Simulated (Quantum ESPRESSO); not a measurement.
# How volume moves the moments of CoO

How does volume change the magnetic state of CoO?

Main program and level: Quantum ESPRESSO 7.5; PBE with U = 3.5 eV on Co d (ortho-atomic projectors); plane waves with GBRV 1.5 PBE potentials, no spin-orbit coupling.

**1. Starting point**

Symmetry: Fm-3m, No. 225, cubic system. Conventional cell: a = 4.263 Å, b = 4.263 Å, c = 4.263 Å, α = 90.00°, β = 90.00°, γ = 90.00°. Nearest to Co lie 6 O at 2.13 Å. Nearest to O lie 6 Co at 2.13 Å. Farther neighbours and most contacts between anions are not listed.

The cell comes from the Crystallography Open Database.

**2. Volume 0.92, ferro +**

All lengths scale alike; the factor is that of the volume. Atoms keep their fractional places. Seeded atoms are those given a starting moment.

The input, pw.in:

```
&CONTROL
  calculation = 'scf'
  prefix = 'pwscf'
  outdir = './tmp'
  pseudo_dir = './pseudo'
  disk_io = 'nowf'
  tprnfor = .true.
  tstress = .true.
/
&SYSTEM
  ibrav = 0
  nat = 2
  ntyp = 2
  ecutwfc = 40
  ecutrho = 280
  nbnd = 20
  occupations = 'smearing'
  smearing = 'fd'
  degauss = 0.00367493
  nspin = 2
  starting_magnetization(1) = 0.1765
  starting_magnetization(2) = 0
/
&ELECTRONS
  conv_thr = 4d-09
  electron_maxstep = 150
  mixing_beta = 0.3
/
ATOMIC_SPECIES
Co     58.9332 co_pbe_v1.2.uspp.F.UPF
O      15.9990 o_pbe_v1.2.uspp.F.UPF
CELL_PARAMETERS bohr
   0.0000000000    3.9175403634    3.9175403634
   3.9175403634    0.0000000000    3.9175403634
   3.9175403634    3.9175403634    0.0000000000
ATOMIC_POSITIONS crystal
Co      0.0000000000    0.0000000000    0.0000000000
O       0.5000000000    0.5000000000    0.5000000000
K_POINTS automatic
8 8 8 0 0 0
HUBBARD {ortho-atomic}
U Co-3d 3.5000
```

Command:

```sh
$ OMP_NUM_THREADS=1 mpirun -n 2 pw.x -nk 2 -in pw.in > pw.out
```

What it wrote:

```text
Program PWSCF v.7.5 starts

     Message from routine setup:
     using ibrav=0 with symmetry is DISCOURAGED, use correct ibrav instead

     K-points division:     npool     =       2
     Subspace diagonalization in iterative solution of the eigenvalue problem:

     bravais-lattice index     =            0
     lattice parameter (alat)  =       5.5402  a.u.
     unit-cell volume          =     120.2459 (a.u.)^3
     number of atoms/cell      =            2
     number of atomic types    =            2
     number of electrons       =        23.00
     number of Kohn-Sham states=           20
     kinetic-energy cutoff     =      40.0000  Ry
     charge density cutoff     =     280.0000  Ry
     scf convergence threshold =      4.0E-09
     mixing beta               =       0.3000
     number of iterations used =            8  plain     mixing
     Exchange-correlation= SLA  PW   PBE  PBE
                           (   1   4   3   4   0   0   0)
     Hubbard projectors: ortho-atomic
     Hubbard parameters of DFT+U (Dudarev formulation) in eV:
     U(Co-3d) =  3.5000

     Internal variables: lda_plus_u =T, lda_plus_u_kind = 0

     Internal variables: orbital_resolved =F, hub_pot_fix =F, apply_U = F

     celldm(1)=   5.540239  celldm(2)=   0.000000  celldm(3)=   0.000000
     celldm(4)=   0.000000  celldm(5)=   0.000000  celldm(6)=   0.000000

     crystal axes: (cart. coord. in units of alat)
               a(1) = (   0.000000   0.707107   0.707107 )
               a(2) = (   0.707107   0.000000   0.707107 )
               a(3) = (   0.707107   0.707107   0.000000 )

     reciprocal axes: (cart. coord. in units 2 pi/alat)
               b(1) = ( -0.707107  0.707107  0.707107 )
               b(2) = (  0.707107 -0.707107  0.707107 )
               b(3) = (  0.707107  0.707107 -0.707107 )

     PseudoPot. # 1 for Co read from file:
     co_pbe_v1.2.uspp.F.UPF
     Pseudo is Ultrasoft + core correction, Zval = 17.0

     PseudoPot. # 2 for O  read from file:
     o_pbe_v1.2.uspp.F.UPF
     Pseudo is Ultrasoft + core correction, Zval =  6.0

     atomic species   valence    mass     pseudopotential
     Co               17.00    58.93320     Co( 1.00)
     O                 6.00    15.99900     O ( 1.00)

     Starting magnetic structure
     atomic species   magnetization
     Co              0.176
     O               0.000

     48 Sym. Ops., with inversion, found

   Cartesian axes

     site n.     atom                  positions (alat units)
         1        Co     tau(   1) = (   0.0000000   0.0000000   0.0000000  )
         2        O      tau(   2) = (   0.7071068   0.7071068   0.7071068  )

     number of k points=    29  Fermi-Dirac smearing, width (Ry)=  0.0037
                       cart. coord. in units 2pi/alat
        k(    1) = (   0.0000000   0.0000000   0.0000000), wk =   0.0019531
        k(    2) = (   0.0883883   0.0883883  -0.0883883), wk =   0.0156250
        k(    3) = (   0.1767767   0.1767767  -0.1767767), wk =   0.0156250
        k(    4) = (   0.2651650   0.2651650  -0.2651650), wk =   0.0156250
        k(    5) = (  -0.3535534  -0.3535534   0.3535534), wk =   0.0078125
        [... 24 further k-points ...]

     Dense  grid:     9505 G-vectors     FFT dimensions: (  30,  30,  30)

     Smooth grid:     4111 G-vectors     FFT dimensions: (  24,  24,  24)

     Check: negative core charge=   -0.000040
     Generating pointlists ...
     new r_m :   0.2917 (alat units)  1.6160 (a.u.) for type    1
     new r_m :   0.2917 (alat units)  1.6160 (a.u.) for type    2

     Initial potential from superposition of free atoms

     starting charge      22.0000, renormalised to      23.0000

     STARTING HUBBARD OCCUPATIONS:

     =================== HUBBARD OCCUPATIONS ===================
     ------------------------ ATOM    1 ------------------------
     Tr[ns(  1)] (up, down, total) =   5.00000  2.00000  7.00000
     Atomic magnetic moment for atom   1 =   3.00000
     [... lines left out ...]
     Number of occupied Hubbard levels =    7.0000

     Atomic wfc used for Hubbard projectors are orthogonalized

     Starting wfcs are   17 randomized atomic wfcs +    3 random wfcs

     Self-consistent Calculation

     iteration #  1     ecut=    40.00 Ry     beta= 0.30
     Davidson diagonalization with overlap
     ethr =  1.00E-02,  avg # of iterations =  5.0

     =================== HUBBARD OCCUPATIONS ===================
     ------------------------ ATOM    1 ------------------------
     Tr[ns(  1)] (up, down, total) =   4.66338  1.02918  5.69256
     Atomic magnetic moment for atom   1 =   3.63419
     [... lines left out ...]
     Number of occupied Hubbard levels =    5.6926

     total energy              =    -328.93107142 Ry
     estimated scf accuracy    <       5.62219496 Ry

     total magnetization       =     3.59 Bohr mag/cell
     absolute magnetization    =     3.68 Bohr mag/cell

     iteration #  2     ecut=    40.00 Ry     beta= 0.30
     Davidson diagonalization with overlap
     ethr =  1.00E-02,  avg # of iterations =  2.0

     total energy              =    -329.97215352 Ry
     estimated scf accuracy    <       3.57537352 Ry

     total magnetization       =     1.25 Bohr mag/cell
     absolute magnetization    =     1.30 Bohr mag/cell

     [... further iterations left out ...]

     iteration # 14     ecut=    40.00 Ry     beta= 0.30
     Davidson diagonalization with overlap
     ethr =  6.37E-11,  avg # of iterations =  1.4

     total energy              =    -330.58727456 Ry
     estimated scf accuracy    <       0.00000001 Ry

     total magnetization       =     2.87 Bohr mag/cell
     absolute magnetization    =     2.90 Bohr mag/cell

     iteration # 15     ecut=    40.00 Ry     beta= 0.30
     Davidson diagonalization with overlap
     ethr =  4.65E-11,  avg # of iterations =  1.1

     Magnetic moment per site  (integrated on atomic sphere of radius R)
     atom   1 (R=0.292)  charge= 14.5182  magn=  2.5154
     atom   2 (R=0.292)  charge=  5.7193  magn=  0.2423

     End of self-consistent calculation

     =================== HUBBARD OCCUPATIONS ===================
     ------------------------ ATOM    1 ------------------------
     Tr[ns(  1)] (up, down, total) =   4.94865  2.36965  7.31829
     Atomic magnetic moment for atom   1 =   2.57900
     [... lines left out ...]
     Number of occupied Hubbard levels =    7.3183

     [... lines left out ...]
     the Fermi energy is    14.8935 ev

!    total energy              =    -330.58727457 Ry
     estimated scf accuracy    <          4.8E-11 Ry
     smearing contrib. (-TS)   =      -0.00253133 Ry
     internal energy E=F+TS    =    -330.58474324 Ry

     The total energy is F=E-TS. E is the sum of the following terms:
     one-electron contribution =    -173.43851009 Ry
     hartree contribution      =     101.43222782 Ry
     xc contribution           =     -40.14244324 Ry
     ewald contribution        =    -218.55367447 Ry
     Hubbard energy            =       0.11765674 Ry

     total magnetization       =     2.87 Bohr mag/cell
     absolute magnetization    =     2.90 Bohr mag/cell

     convergence has been achieved in  15 iterations

     Forces acting on atoms (cartesian axes, Ry/au):

     atom    1 type  1   force =    -0.00000000    0.00000000   -0.00000000
     atom    2 type  2   force =     0.00000000   -0.00000000    0.00000000

     Total force =     0.000000     Total SCF correction =     0.000000

     Computing stress (Cartesian axis) and pressure

          total   stress  (Ry/bohr**3)                   (kbar)     P=      201.01
   0.00136646  -0.00000000  -0.00000000          201.01       -0.00       -0.00
  -0.00000000   0.00136646  -0.00000000           -0.00      201.01       -0.00
  -0.00000000  -0.00000000   0.00136646           -0.00       -0.00      201.01

=------------------------------------------------------------------------------=
   JOB DONE.
=------------------------------------------------------------------------------=
```

Wall time 7.8 s (2 MPI ranks of Arm Neoverse V2, shared host); peak memory 0.15 GiB; 16 s of CPU time.

Spin moment in the atom's sphere by atom:

```csv
atom,spin moment in the atom's sphere (μB)
Co1,2.52
O2,0.24
```

This step gave:

```yaml
smearing_term_ts: 0.03444 eV
pressure: 20.10 GPa
magnetization: 2.869 μB
absolute_magnetization: 2.896 μB
final_state: ferromagnetic
```

**3. Volume 0.92, antiferro q=(0,0,1/2) +-**

The wavevector q is in fractions of the reciprocal vectors of the crystal's primitive cell, as the cells of these inputs are built from it; moments change sign between cells as cos(2π q·R).

The input, pw.in:

```
&CONTROL
  calculation = 'scf'
  prefix = 'pwscf'
  outdir = './tmp'
  pseudo_dir = './pseudo'
  disk_io = 'nowf'
  tprnfor = .true.
  tstress = .true.
/
&SYSTEM
  ibrav = 0
  nat = 4
  ntyp = 3
  ecutwfc = 40
  ecutrho = 280
  nbnd = 32
  occupations = 'smearing'
  smearing = 'fd'
  degauss = 0.00367493
  nspin = 2
  starting_magnetization(1) = 0.1765
  starting_magnetization(2) = -0.1765
  starting_magnetization(3) = 0
/
&ELECTRONS
  conv_thr = 8d-09
  electron_maxstep = 150
  mixing_beta = 0.3
/
ATOMIC_SPECIES
Co1    58.9332 co_pbe_v1.2.uspp.F.UPF
Co2    58.9332 co_pbe_v1.2.uspp.F.UPF
O      15.9990 o_pbe_v1.2.uspp.F.UPF
CELL_PARAMETERS bohr
   0.0000000000    3.9175403634    3.9175403634
   3.9175403634    0.0000000000    3.9175403634
   7.8350807267    7.8350807267    0.0000000000
ATOMIC_POSITIONS crystal
Co1     0.0000000000    0.0000000000    0.0000000000
Co2     0.0000000000    0.0000000000    0.5000000000
O       0.5000000000    0.5000000000    0.2500000000
O       0.5000000000    0.5000000000    0.7500000000
K_POINTS automatic
8 8 4 0 0 0
HUBBARD {ortho-atomic}
U Co1-3d 3.5000
U Co2-3d 3.5000
```

What it wrote:

```text
     [... lines left out ...]
Program PWSCF v.7.5 starts
     [... lines left out ...]
     number of atoms/cell      =            4
     [... lines left out ...]
     number of electrons       =        46.00
     number of Kohn-Sham states=           32
     kinetic-energy cutoff     =      40.0000  Ry
     charge density cutoff     =     280.0000  Ry
     scf convergence threshold =      8.0E-09
     [... lines left out ...]
     12 Sym. Ops., with inversion, found
     [... lines left out ...]
     number of k points=    35  Fermi-Dirac smearing, width (Ry)=  0.0037
     [... lines left out ...]
     iteration # 21     ecut=    40.00 Ry     beta= 0.30
     [... lines left out ...]
     Magnetic moment per site  (integrated on atomic sphere of radius R)
     atom   1 (R=0.292)  charge= 14.5206  magn=  2.5122
     atom   2 (R=0.292)  charge= 14.5206  magn= -2.5122
     atom   3 (R=0.292)  charge=  5.7175  magn=  0.0000
     atom   4 (R=0.292)  charge=  5.7175  magn=  0.0000
     [... lines left out ...]
     Tr[ns(  1)] (up, down, total) =   4.95524  2.36954  7.32478
     [... lines left out ...]
     Tr[ns(  2)] (up, down, total) =   2.36955  4.95524  7.32479
     [... lines left out ...]
     the Fermi energy is    14.8871 ev
!    total energy              =    -661.18306841 Ry
     estimated scf accuracy    <          5.0E-09 Ry
     smearing contrib. (-TS)   =      -0.00425055 Ry
     [... lines left out ...]
     total magnetization       =     0.00 Bohr mag/cell
     absolute magnetization    =     5.39 Bohr mag/cell
     convergence has been achieved in  21 iterations
     [... lines left out ...]
     Total force =     0.000003     Total SCF correction =     0.000009
     [... lines left out ...]
          total   stress  (Ry/bohr**3)                   (kbar)     P=      183.63
     [... lines left out ...]
```

It took 40 s on 2 MPI ranks; peak memory 0.23 GiB.

Spin moment in the atom's sphere by atom:

```csv
atom,spin moment in the atom's sphere (μB)
Co1,2.51
Co2,-2.51
O3,0.00
O4,0.00
```

Numbers from this step:

```yaml
smearing_term_ts: 0.05783 eV
pressure: 18.36 GPa
magnetization: 0 μB
absolute_magnetization: 5.386 μB
final_state: antiferromagnetic
```

**4. Volume 0.92, no spin polarisation**

The input, pw.in:

```
&CONTROL
  calculation = 'scf'
  prefix = 'pwscf'
  outdir = './tmp'
  pseudo_dir = './pseudo'
  disk_io = 'nowf'
  tprnfor = .true.
  tstress = .true.
/
&SYSTEM
  ibrav = 0
  nat = 2
  ntyp = 2
  ecutwfc = 40
  ecutrho = 280
  nbnd = 18
  occupations = 'smearing'
  smearing = 'fd'
  degauss = 0.00367493
/
&ELECTRONS
  conv_thr = 4d-09
  electron_maxstep = 150
  mixing_beta = 0.3
/
ATOMIC_SPECIES
Co     58.9332 co_pbe_v1.2.uspp.F.UPF
O      15.9990 o_pbe_v1.2.uspp.F.UPF
CELL_PARAMETERS bohr
   0.0000000000    3.9175403634    3.9175403634
   3.9175403634    0.0000000000    3.9175403634
   3.9175403634    3.9175403634    0.0000000000
ATOMIC_POSITIONS crystal
Co      0.0000000000    0.0000000000    0.0000000000
O       0.5000000000    0.5000000000    0.5000000000
K_POINTS automatic
8 8 8 0 0 0
HUBBARD {ortho-atomic}
U Co-3d 3.5000
```

What it wrote:

```text
     [... lines left out ...]
Program PWSCF v.7.5 starts
     [... lines left out ...]
     number of atoms/cell      =            2
     [... lines left out ...]
     number of electrons       =        23.00
     number of Kohn-Sham states=           18
     kinetic-energy cutoff     =      40.0000  Ry
     charge density cutoff     =     280.0000  Ry
     scf convergence threshold =      4.0E-09
     [... lines left out ...]
     48 Sym. Ops., with inversion, found
     [... lines left out ...]
     number of k points=    29  Fermi-Dirac smearing, width (Ry)=  0.0037
     [... lines left out ...]
     iteration # 12     ecut=    40.00 Ry     beta= 0.30
     [... lines left out ...]
     Tr[ns(  1)] =   7.55387
     [... lines left out ...]
     the Fermi energy is    15.5468 ev
!    total energy              =    -330.55004628 Ry
     estimated scf accuracy    <          2.8E-10 Ry
     smearing contrib. (-TS)   =      -0.00137810 Ry
     [... lines left out ...]
     convergence has been achieved in  12 iterations
     [... lines left out ...]
     Total force =     0.000000     Total SCF correction =     0.000000
     [... lines left out ...]
          total   stress  (Ry/bohr**3)                   (kbar)     P=      -45.07
     [... lines left out ...]
```

The job ended after 3.8 s (2 MPI ranks; peak memory 0.14 GiB).

Read from the output:

- smearing term TS: 0.01875 eV
- pressure: -4.507 GPa
- final state: non-magnetic (no spin polarisation)

**5. Volume 1.08, ferro +**

Changes to pw.in since step 4:

```diff
@@ -15,3 +15,3 @@
   ecutrho = 280
-  nbnd = 18
+  nbnd = 20
   occupations = 'smearing'
@@ -19,2 +19,5 @@
   degauss = 0.00367493
+  nspin = 2
+  starting_magnetization(1) = 0.1765
+  starting_magnetization(2) = 0
 /
@@ -29,5 +32,5 @@
 CELL_PARAMETERS bohr
-   0.0000000000    3.9175403634    3.9175403634
-   3.9175403634    0.0000000000    3.9175403634
-   3.9175403634    3.9175403634    0.0000000000
+   0.0000000000    4.1326198354    4.1326198354
+   4.1326198354    0.0000000000    4.1326198354
+   4.1326198354    4.1326198354    0.0000000000
 ATOMIC_POSITIONS crystal
```

What it wrote:

```text
     [... lines left out ...]
Program PWSCF v.7.5 starts
     [... lines left out ...]
     number of atoms/cell      =            2
     [... lines left out ...]
     number of electrons       =        23.00
     number of Kohn-Sham states=           20
     kinetic-energy cutoff     =      40.0000  Ry
     charge density cutoff     =     280.0000  Ry
     scf convergence threshold =      4.0E-09
     [... lines left out ...]
     48 Sym. Ops., with inversion, found
     [... lines left out ...]
     number of k points=    29  Fermi-Dirac smearing, width (Ry)=  0.0037
     [... lines left out ...]
     iteration # 14     ecut=    40.00 Ry     beta= 0.30
     [... lines left out ...]
     Magnetic moment per site  (integrated on atomic sphere of radius R)
     atom   1 (R=0.292)  charge= 14.6718  magn=  2.6323
     atom   2 (R=0.292)  charge=  5.8456  magn=  0.2710
     [... lines left out ...]
     Tr[ns(  1)] (up, down, total) =   4.97909  2.29495  7.27404
     [... lines left out ...]
     the Fermi energy is    11.7105 ev
!    total energy              =    -330.59167699 Ry
     estimated scf accuracy    <          2.3E-09 Ry
     smearing contrib. (-TS)   =      -0.00290074 Ry
     [... lines left out ...]
     total magnetization       =     3.00 Bohr mag/cell
     absolute magnetization    =     3.03 Bohr mag/cell
     convergence has been achieved in  14 iterations
     [... lines left out ...]
     Total force =     0.000000     Total SCF correction =     0.000000
     [... lines left out ...]
          total   stress  (Ry/bohr**3)                   (kbar)     P=     -102.35
     [... lines left out ...]
```

It took 8.1 s on 2 MPI ranks; peak memory 0.16 GiB; 16 s of CPU time.

Read from the output:

```yaml
smearing_term_ts: 0.03947 eV
pressure: -10.24 GPa
magnetization: 2.997 μB
absolute_magnetization: 3.026 μB
final_state: ferromagnetic
largest_moment: 2.632 μB
```

**6. All points**

The runs not shown differ from these in the moved quantity alone.

States, by row:

```csv
volume,ferro +,"antiferro q=(0,0,1/2) +-",no spin polarisation
0.92,ferromagnetic,antiferromagnetic,non-magnetic
0.96,ferromagnetic,antiferromagnetic,non-magnetic
1,ferromagnetic,antiferromagnetic,non-magnetic
1.04,ferromagnetic,antiferromagnetic,non-magnetic
1.08,ferromagnetic,antiferromagnetic,non-magnetic
```

Largest site moment against volume:

```csv
volume (factor),ferro + (μB),"antiferro q=(0,0,1/2) +- (μB)"
0.9200,2.52,2.51
0.9600,2.58,2.53
1.0000,2.61,2.55
1.0400,2.62,2.57
1.0800,2.63,2.58
```

The energy less that of the parallel start by volume; values in meV a seeded atom:

```csv
volume (factor),"antiferro q=(0,0,1/2) +-",no spin polarisation
0.9200,-58.0,507
0.9600,-48.6,620
1.0000,-39.0,723
1.0400,-30.7,815
1.0800,-23.7,897
```

The energy over the lowest by volume; values in meV an atom:

```csv
volume (factor),ferro +,"antiferro q=(0,0,1/2) +-",no spin polarisation
0.9200,71.1,42.2,324
0.9600,34.4,10.1,345
1.0000,19.5,0,381
1.0400,23.0,7.60,431
1.0800,41.2,29.4,490
```

**7. Outcome**

```
moment, parallel start       : 2.52 to 2.63 μB
states met from these starts : antiferromagnetic and ferromagnetic
```

What this shows: The moment of the parallel start goes from 2.52 μB at 0.92 to 2.63 μB at 1.08. The net moment of the cell goes from 2.87 to 3.00 μB. The radius of the spheres follows the nearest distance, so part of the change of the site moments is the spheres'. The largest moment of the start antiferro q=(0,0,1/2) +- lies between 2.51 and 2.58 μB. The start antiferro q=(0,0,1/2) +- lies under the parallel one at every finished point, by 23.7 to 58.0 meV a seeded atom. The smearing term is large for its width, so states at the Fermi level are partly filled: at this level the cell is a metal or has a gap of a few widths at most. Degenerate orbitals of a corrected shell are partly filled. Whether a state of lower symmetry lies under this one was not tested; under a U it often does.

[Logs and program files are shortened in this print: banners, set-up blocks, solver, clock and traceback lines can be left out without a mark of their own.]

[Logs are printed without paths, hosts, clocks, repeated set-up lines and the standing remarks that a program may print on its own settings, such as how far it seeks lower states.]

[Hosts, paths, dates, database ids (printed as entryN), source tags and the programs' standing remarks are cut or masked in the printed files.]

[Where a cell is said to come from a database of computed structures, the database is the Materials Project.]
